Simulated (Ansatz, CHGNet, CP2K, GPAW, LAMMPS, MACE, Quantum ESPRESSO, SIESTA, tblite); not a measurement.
# Glassy 25SiO2-50B2O3-12CaO-12Na2O (mol %) (62 atoms): atom by atom

62 atoms (4 Si, 16 B, 2 Ca, 4 Na, 36 O) placed at random at 2.2 g/cm³, melted at 3000 K for 20 ps at fixed volume with the Buckingham and Coulomb pair potential of Guillot and Sator (Geochim. Cosmochim. Acta 71, 1249 (2007)) with the boron terms of Wang et al. (J. Non-Cryst. Solids 498, 294 (2018)). Quenched from 3000 K to 300 K at 20 K/ps and fixed volume, held 10 ps at zero pressure.

Geometry: the geometry as built. Computed with Ansatz 0.2.0: Kohn-Sham DFT, PBE, PAW, plane waves; cutoff 420 eV, Γ point, fermi-dirac smearing of 0.05 eV; density 2.40 g/cm³.

Cell vectors (Å):

```
8.940 0.000 0.000
0.000 8.940 0.000
0.000 0.000 8.940
```

Positions in Å, forces in eV/Å, q the Löwdin charge in e:

```tsv
atom	x	y	z	q	fx	fy	fz
Si1	4.019	4.117	4.748	1.73	-1.242	0.764	-1.178
Si2	8.771	8.307	6.683	1.70	-1.232	-0.648	-1.357
Si3	1.095	4.063	0.861	1.72	1.649	-0.626	1.032
Si4	5.538	2.666	8.165	1.75	0.854	-0.006	0.042
B5	3.867	6.275	2.921	0.53	0.477	0.810	0.188
B6	6.107	6.116	1.409	0.54	-2.982	-0.142	2.708
B7	8.744	5.405	5.610	0.55	-1.677	0.590	-1.307
B8	0.287	2.435	3.233	0.66	0.752	0.419	1.048
B9	8.328	6.208	2.910	0.60	2.463	0.201	2.349
B10	4.057	1.921	2.953	0.63	-0.332	-1.109	-0.426
B11	5.291	8.568	3.906	0.57	-0.259	0.062	1.018
B12	3.199	2.243	0.669	0.56	-2.181	-0.784	0.673
B13	7.775	0.359	4.072	0.65	-0.615	-1.087	1.004
B14	8.356	2.312	8.864	0.62	0.191	-1.841	-1.027
B15	1.470	7.011	1.520	0.53	-0.942	0.242	0.655
B16	1.520	3.441	5.387	0.68	0.434	2.021	-0.594
B17	1.382	0.399	8.697	0.57	0.317	0.253	1.172
B18	6.136	5.100	6.566	0.52	0.264	0.703	0.298
B19	5.005	0.563	6.593	0.63	2.085	-2.264	-2.486
B20	6.129	7.545	7.928	0.50	0.744	-0.470	-3.775
Ca21	4.006	8.536	0.995	1.83	-0.847	0.574	0.583
Ca22	8.081	5.685	8.313	1.84	0.101	0.321	-0.714
Na23	2.218	7.322	4.840	0.87	0.048	-0.145	-0.350
Na24	3.910	5.517	8.407	0.85	-0.150	-0.498	0.181
Na25	7.524	8.712	1.165	0.83	0.731	0.503	0.308
Na26	6.704	3.895	3.817	0.86	0.318	0.141	0.031
O27	4.890	5.664	1.993	-0.49	2.099	-0.196	-1.419
O28	8.293	0.177	5.328	-0.58	0.485	0.433	0.312
O29	5.058	1.893	6.831	-0.58	-0.646	0.397	-0.485
O30	5.916	6.465	7.014	-0.51	-0.540	-0.473	-0.096
O31	0.283	1.283	0.227	-0.47	-2.140	0.599	0.167
O32	4.752	0.707	3.036	-0.51	-0.641	1.198	-1.308
O33	5.131	0.022	5.318	-0.43	-0.817	0.690	1.549
O34	0.997	2.633	4.414	-0.37	-0.494	-0.279	-0.338
O35	4.555	7.382	3.593	-0.52	-0.212	-0.308	0.307
O36	2.904	3.382	5.664	-0.60	-1.045	-0.205	0.412
O37	0.060	6.762	6.158	-0.70	1.499	0.119	0.618
O38	2.762	6.882	2.122	-0.56	0.675	0.584	-0.555
O39	3.291	5.302	3.833	-0.66	0.136	-0.182	0.770
O40	4.525	3.014	3.651	-0.62	0.789	-0.366	0.068
O41	7.508	4.874	6.202	-0.55	0.451	-0.836	0.667
O42	7.543	8.067	7.740	-0.72	0.246	0.078	1.705
O43	1.424	8.072	0.553	-0.55	0.143	-0.597	-0.063
O44	6.999	2.065	8.581	-0.61	2.066	-0.269	1.014
O45	1.053	5.700	0.896	-0.70	-0.250	-2.133	-1.780
O46	8.893	3.589	8.726	-0.66	-1.273	0.864	-0.660
O47	2.936	1.957	2.095	-0.50	1.716	-0.248	1.906
O48	2.632	1.069	8.910	-0.56	1.587	-0.052	-1.190
O49	2.493	3.448	0.334	-0.65	-0.166	1.996	-0.392
O50	5.276	4.718	5.515	-0.64	-0.639	-0.361	-1.046
O51	0.343	7.139	2.559	-0.50	-0.355	0.623	0.113
O52	5.967	6.953	0.329	-0.51	0.141	0.934	1.038
O53	8.251	1.401	3.281	-0.42	0.358	1.265	-1.534
O54	7.340	5.856	1.971	-0.45	-0.504	-0.714	-0.754
O55	0.874	4.533	5.952	-0.44	1.010	-1.006	-0.092
O56	6.772	8.443	3.606	-0.49	0.595	0.868	-0.488
O57	8.527	5.520	4.124	-0.47	-1.246	0.027	-1.804
O58	4.618	2.360	0.519	-0.64	0.630	0.011	-0.562
O59	5.773	4.216	7.793	-0.73	-0.051	0.794	0.708
O60	1.160	0.062	7.292	-0.64	-0.476	-0.403	-0.810
O61	5.236	8.625	7.666	-0.50	-1.432	0.360	2.074
O62	0.444	3.351	2.180	-0.59	-0.665	-1.195	1.873
```

The quench rate of 20 K/ps is many orders above laboratory rates, so the cell is likely richer in defects and strain than a real sample. The network of bonds at the start is that of the classical potential that made the cell, and needn't be the one that DFT or experiment would give. Only the Γ point is sampled, in a cell whose shortest periodic width is 9 Å. The Löwdin charges lack the electrons that the projection spills, 0.051 e an atom on average.

The r.m.s. force component is 1.04 eV/Å; the longest force, 4.03 eV/Å, acts on B6.

[Long decimals in the printed logs are rounded to 6 places.]

[Logs are printed without paths, hosts, clocks, repeated set-up lines and the standing remarks that a program may print on its own settings, such as how far it seeks lower states.]

[Hosts, paths, dates, database ids (printed as entryN), source tags and the programs' standing remarks are cut or masked in the printed files.]
